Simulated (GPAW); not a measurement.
Consider Mg (I4/mmm).

```xyz
1
Lattice="-1.8360 1.8360 1.6794 1.8360 -1.8360 1.6794 1.8360 1.8360 -1.6794" Properties=species:S:1:pos:R:3 pbc="T T T"
Mg    0.0000    0.0000    0.0000
```

Absorber: atom 1, with 8 Mg at 3.09 Å, 2 Mg at 3.36 Å and 4 Mg at 3.67 Å (14-fold, site symmetry 4/mmm). Method: GPAW, LDA, excited-electron core hole (neutral cell), 8-atom cell with 6.2 Å between holes, 5×5×5 k points, dipole transitions, Gaussian full width 0.9 eV up to 4 eV, rising linearly to 3.5 eV at 25 eV.

This is not the structure that Mg takes at ambient pressure and room temperature (hexagonal, No. 194); it is a model or a phase of other conditions.

**Question.** What does the Mg K edge look like?

Main maxima up to 24 eV above the zero (height): 0.7 eV (1.02), 3.2 eV (1.27), 5.7 eV (1.29), 8.1 eV (1.28), 11.1 eV (1.16) and 14.0 eV (1.00). A K edge sees empty p states on the absorber. The total-energy difference is 1307.34 eV. One term is added: -12.89 eV, since the hole is spin-paired here and a spin-polarised one costs that much less in the free atom (computed apart). The photon energy is then 1294.45 eV. The tabulated edge of the element is 1303 eV. The functional leaves an error in such absolute values: in the free atom LDA prices this hole 6.5 eV below PBE (computed apart), and PBE is itself good to a few eV.

The Mg K spectrum (energy from the lowest empty level; intensity scaled to a mean of 1 over the first 20 eV; polarised curves are means over the symmetry-equivalent atoms):

```tsv
E (eV)	isotropic	ε ⊥ c	ε ∥ c
-2.0	0.00	0.00	0.00
-1.5	0.00	0.00	0.00
-1.0	0.00	0.00	0.01
-0.5	0.10	0.07	0.14
0.0	0.52	0.47	0.62
0.5	0.99	1.01	0.94
1.0	0.92	0.97	0.82
1.5	0.88	0.91	0.83
2.0	0.91	0.97	0.78
2.5	1.05	1.16	0.84
3.0	1.25	1.33	1.09
3.5	1.20	1.24	1.13
4.0	0.91	0.88	0.96
4.5	0.90	0.84	1.02
5.0	1.12	1.02	1.32
5.5	1.28	1.22	1.39
6.0	1.24	1.19	1.33
6.5	1.01	0.98	1.07
7.0	0.96	0.98	0.92
7.5	1.14	1.18	1.07
8.0	1.27	1.31	1.20
8.5	1.24	1.28	1.17
9.0	1.16	1.18	1.12
9.5	1.11	1.10	1.13
10.0	1.10	1.07	1.14
10.5	1.12	1.10	1.17
11.0	1.16	1.12	1.23
11.5	1.14	1.09	1.25
12.0	1.07	1.02	1.17
12.5	0.99	0.97	1.04
13.0	0.97	0.98	0.95
13.5	0.99	1.02	0.92
14.0	1.00	1.03	0.94
14.5	0.98	0.99	0.97
15.0	0.94	0.93	0.97
15.5	0.90	0.88	0.95
16.0	0.87	0.84	0.93
16.5	0.86	0.82	0.94
17.0	0.85	0.80	0.95
17.5	0.84	0.79	0.93
18.0	0.81	0.78	0.87
18.5	0.76	0.75	0.78
19.0	0.71	0.73	0.68
19.5	0.68	0.72	0.59
20.0	0.65	0.72	0.52
20.5	0.64	0.73	0.47
21.0	0.64	0.74	0.44
21.5	0.63	0.74	0.42
22.0	0.62	0.72	0.42
22.5	0.61	0.70	0.42
23.0	0.60	0.68	0.43
23.5	0.59	0.65	0.46
24.0	0.58	0.63	0.50
24.5	0.58	0.60	0.55
25.0	0.58	0.57	0.60
25.5	0.57	0.54	0.64
26.0	0.57	0.52	0.67
26.5	0.57	0.50	0.70
27.0	0.57	0.50	0.71
27.5	0.58	0.50	0.72
28.0	0.58	0.51	0.73
28.5	0.60	0.52	0.75
29.0	0.61	0.53	0.76
29.5	0.63	0.55	0.77
30.0	0.65	0.59	0.77
30.5	0.68	0.63	0.77
31.0	0.71	0.69	0.76
31.5	0.75	0.75	0.76
```

The holes are only 6.2 Å apart, so the shape is probably not converged with cell size; no larger cell was run here. The mesh is coarse (0.25 Å⁻¹ between points), so small maxima may be mesh ripples. Lifetime broadening is put in by hand, and intensities beyond about 20 eV depend on it and on the partial waves; weight that the partial waves miss at high energy is lost. The structure is a computed Materials Project entry and may be a hypothetical form.

[Banner, clock and machine lines of the logs are left out without a mark of their own.]

[Logs are printed without paths, hosts, clocks, repeated set-up lines and the standing remarks that a program may print on its own settings, such as how far it seeks lower states.]

[Hosts, paths, dates, database ids (printed as entryN), source tags and the programs' standing remarks are cut or masked in the printed files.]

[Lists of maxima count a maximum above −3 eV only where it reaches 4 % of the highest in the window and stands out from its surroundings by 2 % of it (1.5 % where it reaches 55 %); shoulders and weaker maxima are passed over, and of the rest the first, up to two pre-edge ones and the few strongest are named.]
